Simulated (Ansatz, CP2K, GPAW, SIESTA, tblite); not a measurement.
# Random packing of Pb (141 atoms) in other programs, against a plane-wave reference

Aim: run random packing of Pb (141 atoms) in several programs and set results and cost side by side. A plane-wave run serves as the reference.

Program: Ansatz 0.2.0. Level of theory: Kohn-Sham DFT, PBE, PAW, plane waves. Results are calculated unless marked as measured.

## Step 1: Set-up

The cell holds 141 atoms: 141 Pb. Cell: a = 16.375 Å, b = 16.375 Å, c = 16.375 Å, α = 90.0°, β = 90.0°, γ = 90.0°. 141 atoms (141 Pb) packed at random in a cube at 11 g/cm³ and pushed apart as soft spheres; a start for melting by ab initio MD, not an equilibrated structure. Then every atom was moved at random, 0.03 Å r.m.s. a Cartesian component.

## Step 2: Plane-wave reference

The PAW files are the set soft_2.

Contents of input.yaml:

```yaml
crystal:
  lattice:
    - [16.3754, 0.0, 0.0]
    - [0.0, 16.3754, 0.0]
    - [0.0, 0.0, 16.3754]
  atoms:
    - { symbol: Pb, position: [0.21204, 0.16593, 0.68916] }
    - { symbol: Pb, position: [0.72981, 0.33052, 0.10575] }
    - { symbol: Pb, position: [0.07244, 0.39437, 0.32612] }
    - { symbol: Pb, position: [0.44353, 0.2937, 0.8759] }
    [... 131 atom lines left out ...]
    - { symbol: Pb, position: [0.74732, 0.87434, 0.75648] }
    - { symbol: Pb, position: [0.62767, 0.8998, 0.60232] }
    - { symbol: Pb, position: [0.54171, 0.21361, 0.22976] }
    - { symbol: Pb, position: [0.14182, 0.37476, 0.53367] }
    - { symbol: Pb, position: [0.01532, 0.99416, 0.6181] }
    - { symbol: Pb, position: [0.07788, 0.47533, 0.66119] }
kpoints:
  mp_grid: { grid: [1, 1, 1] }
hamiltonian:
  xc: pbe
scf:
  occupations: { method: fermi_dirac, width: 0.05 }
output:
  forces: true
  eigenvalues: true
  populations: true
  stress: true
```

Launch:

```console
ansatz run input.yaml --threads 16 --pin off --max-ram 31232MiB --backend cpu --events-out ev --progress --plain --runs-dir out
```

Output:

```text
[...]
Pseudopotentials: kind: paw
Pseudopotential: Pb, paw, valence charge 14, recommended cutoff 420 eV (normal), Pb.paw.azcp
[... 5 lines on functional and potentials left out ...]
Crystal: 141 atoms, lattice volume = 4391.125 Å³
Basis set: ecut = 420 eV, 85735 PW (Γ), exchange–correlation on 240×240×240 points (8 copies of the dense FFT grid, shifted against one another)
Bands: 1185, of which v1, the nominal top of the filled ones, is band 987 counted from 1 (986 counted from 0)
Symmetry: 1 space group operations
Space group: P1 (ITA 1), of the structure as read, at distance tolerance 1.6e-4 Å
k-points: 1
[... 3 lines on functional and potentials left out ...]
Initial density: superposition of atomic densities (neutral atoms: chi_scale 0, normalization atom), corrected by the library's trained network
Initial wavefunctions: pseudopotential atomic-orbital guess
[...]
SCF iter   1: F=—  HF=-1678716.607325 eV  |F-HF|=—  |Δ(HF+E_count)|=         —  Δρ=2.37e-3  dr2=1.38e0  ethr=1.77e-3  ⟨swp⟩=6.0  Hψ=5414  notcnv=0  defer=112
preconditioner: auto → LDOS  [metal: Δε(μ)=0.047 eV  Ē_g=16.276 eV  σ=0.050 eV  W_gap=0.23  n_scr=1020 (ndim 8)  ℏωp=24.9 eV  f_vac=0.015  D(μ)=68.39/eV (n_scr^D=364)  β→1.0]
[...]
SCF iter   8: F=—  HF=-1678716.456801 eV  |F-HF|=—  |Δ(HF+E_count)|=   1.44e-7  Δρ=1.37e-6  dr2=1.31e-7  ethr=6.31e-11  ⟨swp⟩=2.0  Hψ=2055  notcnv=0  defer=121
SCF iter   9: F=-1678716.456801 eV  HF=-1678716.456801 eV  |F-HF|=1.86e-9  |Δ(HF+E_count)|=   3.42e-8  Δρ=4.22e-7  dr2=1.22e-8  ethr=5.07e-12  ⟨swp⟩=14.0  Hψ=6503  notcnv=0
SCF 1 converged in 9 iterations: F = -1678716.456801 eV  dr2 = 1.22e-8
[...]
SCF converged after 9 iterations
Free energy (F): -1678716.456801 eV
Harris-Foulkes:  -1678716.456801 eV  (|F-HF|=1.86e-9)
Internal energy: -1678715.850462 eV  (E = F + TS)
E sigma→0 (E₀):  -1678716.153631 eV
Entropy (-TS):   -0.606339 eV (-4.300 meV/atom)
Fermi energy:    10.569909 eV
--- Per-component energies (eV) ---
[...]
Σ components = -1678716.456801   (vs F -1678716.456801, Δ=0.00e0)
--- Forces (eV/Å), atoms counted from 1 ---
  atom   1  Pb    -0.77260073    -0.05195885    -0.94907404
  atom   2  Pb    -0.51291218     0.09436018     2.31213053
  atom   3  Pb     1.36451177    -1.69056948    -0.07799819
  atom   4  Pb    -0.43561891    -0.77506458    -0.82609211
[...]
atom 141  Pb    -0.56592786     0.24128884     0.95883157
  max |Σ_I F_I| component: 1.18e-5 eV/Å
--- Stress (GPa, compression-positive) ---
       13.517540      -0.358494      -0.950801
       -0.358494      12.464192       0.184285
       -0.950801       0.184285      12.856499
  P = ⅓ Tr σ = 12.9461 GPa (129.461 kbar)
--- Band table (eV) ---
  k-point 0: bands = ["-7.7393", "-7.6013", "-7.5775", "-7.5374", [... 1169 levels ...], "15.2079", "15.2154", "15.2501", "15.2743", "15.2987", "15.3208", "15.3410", "15.3564", "15.3772", "15.3949", "15.4320", "15.4430"]
--- Löwdin populations: 141 sites ---
  site symbol       q [e]
     0     Pb     13.9549
     1     Pb     13.9413
     2     Pb     13.9451
[...]
140     Pb     13.9123
  spilling = 0.003607 (of n_electrons = 1974.000000)
```

The job ended after 2.7 min (16 threads of Arm Neoverse N1, shared host; peak memory 10 GiB).

The run gave:

```
free energy                             : -1678716.4568 eV
free energy per atom                    : -11905.7905 eV/atom
SCF cycles                              : 9
pressure                                : 12.95 GPa
r.m.s. force component                  : 1.159 eV/Å
longest force                           : 4.235 eV/Å
Fermi energy                            : 10.57 eV
levels partly filled by over 2 per cent : 16
spilling of the projection              : 0.003607
```

Length of the force by element:

```csv
element,coordination,atoms,mean length of the force (eV/Å),spread,least,most
Pb,all,141,1.85,0.770,0.446,4.24
```

The mean of these charges, 0.050 e, is only the charge that the projection spills.

Löwdin charges by element (they lack the spilled electrons, 0.050 e an atom on average):

```csv
element,coordination,atoms,mean charge (e),spread,least,most
Pb,all,141,0.0505,0.0213,-0.0081,0.102
```

The levels nearest the highest filled one (over half full), pooled over k-points and spins:

```csv
level less the highest filled one (eV),occupation
-0.110,1.87
-0.0936,1.83
-0.0868,1.80
-0.057,1.67
-0.0186,1.40
0,1.24
0.0488,0.758
0.0692,0.577
0.102,0.35
0.12,0.256
0.158,0.129
0.165,0.114
```

## Step 3: Structure statistics

Density 11.0 g/cm³, 31.14 Å³ an atom.

Pair distribution function in bins of 0.1 Å:

```csv
r (Å),total
2.65,0.00
2.75,1.15
2.85,5.42
2.95,1.21
3.05,1.40
3.15,1.38
3.25,1.43
3.35,1.06
3.45,1.15
3.55,1.12
3.65,0.92
3.75,0.97
3.85,0.88
3.95,1.26
4.05,0.92
4.15,0.53
4.25,1.09
4.35,0.89
4.45,0.78
4.55,0.90
4.65,0.73
4.75,1.17
4.85,0.96
4.95,1.23
5.05,0.91
5.15,0.90
5.25,0.99
5.35,0.85
5.45,0.98
5.55,1.23
5.65,1.11
5.75,1.17
5.85,0.88
5.95,1.11
6.05,1.00
6.15,0.98
6.25,0.94
6.35,0.95
6.45,1.08
6.55,0.79
6.65,1.07
6.75,0.99
6.85,0.99
6.95,1.00
```

## Step 4: The other programs

The programs:
- CP2K 2026.2: Gaussian basis with GTH pseudopotentials and a plane-wave density; labels give functional, basis (MOLOPT sets; SR short-range, UZH the newer set with its own potentials), grid cutoff/relative cutoff and solver (OT: orbital transformation; TRS4, TC2, SIGN: linear-scaling purification with its sparsity filter), or its built-in tight binding.
- GPAW 26.7.0: PAW with atomic orbitals (LCAO), plane waves or a real-space grid of spacing h.
- SIESTA 5.4.2: numerical atomic orbitals, whose automatically made sets are far from complete, with PseudoDojo norm-conserving potentials that we converted to its format (checked against plane waves on the same files for H, C, O, Si, Ge and Ca alone); labels give functional, basis size, energy shift and mesh cutoff.
- tblite 0.8.0: extended tight binding, driven from Python.

All use the same cell and atoms; the electronic-structure runs use the same k-mesh, and an electronic temperature of 580 K (0.05 eV) where levels are smeared.

Differences are against the plane-wave reference, forces as r.m.s. over components; share is that over the reference's r.m.s. force, slope the least-squares factor from reference forces to these. Total energies of different programs have different zeros and aren't compared.

```csv
run,"Δ force, r.m.s. (meV/Å)",share (%),slope,Δ pressure (GPa),cores,CPU time,memory (GiB)
reference,-,-,-,-,16,42 min,10
"CP2K GFN1-xTB, diagonalisation",376,32.5,1.209,1.49,1,45 s,0.24
"CP2K PBE, DZVP-MOLOPT-SR, 350/50 Ry, diagonalisation",114,9.87,0.911,-1.06,4,21 min,8.9
"CP2K PBE, SZV-MOLOPT-SR, 350/50 Ry, diagonalisation (coarse)",179,15.5,1.006,1.09,2,8.6 min,5.7
"GPAW PBE, LCAO dzp, h 0.2 Å, other mixer settings",84.9,7.33,1.071,-,4,64 min,8.1
"SIESTA PBE, DZP, shift 0.01 Ry, mesh 300 Ry",176,15.1,1.143,1.04,4,51 min,4.7
tblite GFN1-xTB,420,36.2,1.277,2.57,1,6.9 s,0.24
```

Rows marked coarse were listed beforehand as settings not expected to be converged; some can still land near the reference.

CPU time is summed over cores on a shared host, where runs went side by side, so it is rough. Symmetry, cutoffs, thresholds, outputs and thread counts weren't matched or tuned between programs; memory under MPI is the largest rank's times the ranks.

Runs without a result: GPAW PBE, LCAO dzp, h 0.2 Å (cut off at its time limit of 21 min); SIESTA PBE, SZ, shift 0.01 Ry, mesh 300 Ry (cut off at its time limit of 10 min); GPAW PBE, LCAO szp(dzp), h 0.2 Å (cut off at its time limit of 18 min); GPAW PBE, LCAO dzp, h 0.25 Å (cut off at its time limit of 19 min).

## Step 5: Summary of results

* reference r.m.s. force component: 1.16 eV/Å
* nearest in forces: GPAW PBE, LCAO dzp, h 0.2 Å, other mixer settings, 7.3 %
* farthest in forces: tblite GFN1-xTB, 36 %
* cheapest electronic-structure run beside the reference: tblite GFN1-xTB, 6.9 s of CPU time

The PBE runs in local orbitals, coarse settings apart, differ by 7.3 % (GPAW PBE, LCAO dzp, h 0.2 Å, other mixer settings) to 15 % (SIESTA PBE, DZP, shift 0.01 Ry, mesh 300 Ry); basis, grid and potentials can all enter. Tight binding differs by 32 % (CP2K GFN1-xTB, diagonalisation) to 36 % (tblite GFN1-xTB); it is another model, with fitted parameters of its own, and the xTB methods hold dispersion. CP2K GFN1-xTB, diagonalisation needed 147 SCF steps, so its time overstates the method's usual cost. Runs with settings chosen to be coarse differ by 15 % (CP2K PBE, SZV-MOLOPT-SR, 350/50 Ry, diagonalisation), their programs' other errors included. Of the electronic-structure runs that take under half the reference's CPU time, CP2K PBE, SZV-MOLOPT-SR, 350/50 Ry, diagonalisation comes nearest, at 15 % in 8.6 min against 42 min. SIESTA PBE, DZP, shift 0.01 Ry, mesh 300 Ry stiffens the forces by a factor of 1.14 while following their directions (correlation 0.999). In the reference: 16 levels are partly filled, by over 2 % (at Γ alone), as in a metal. In the reference: Löwdin charges run from -0.01 to +0.10 e, about a mean that is the spilled charge alone. Periodic xTB results under one method name differ between programs and library versions. The potentials hold different valence shells: 1974 electrons in the reference, 564 in CP2K with SZV-MOLOPT-SR; this bears on time and differences. The reference's pressure of 13 GPa belongs to a cell and atoms that aren't relaxed at this level. The electronic-structure runs sample only Γ, in a cell whose shortest periodic width is 16 Å, which is coarse for a cell with partly filled levels. Spin–orbit coupling is left out, which matters for the levels of the heavy elements.

[Also dropped from logs without a mark: logging warnings of Python, and SIESTA's first energy breakdown and zero terms.]

[Logs are printed without paths, hosts, clocks, repeated set-up lines and the standing remarks that a program may print on its own settings, such as how far it seeks lower states.]

[Hosts, paths, dates, database ids (printed as entryN), source tags and the programs' standing remarks are cut or masked in the printed files.]
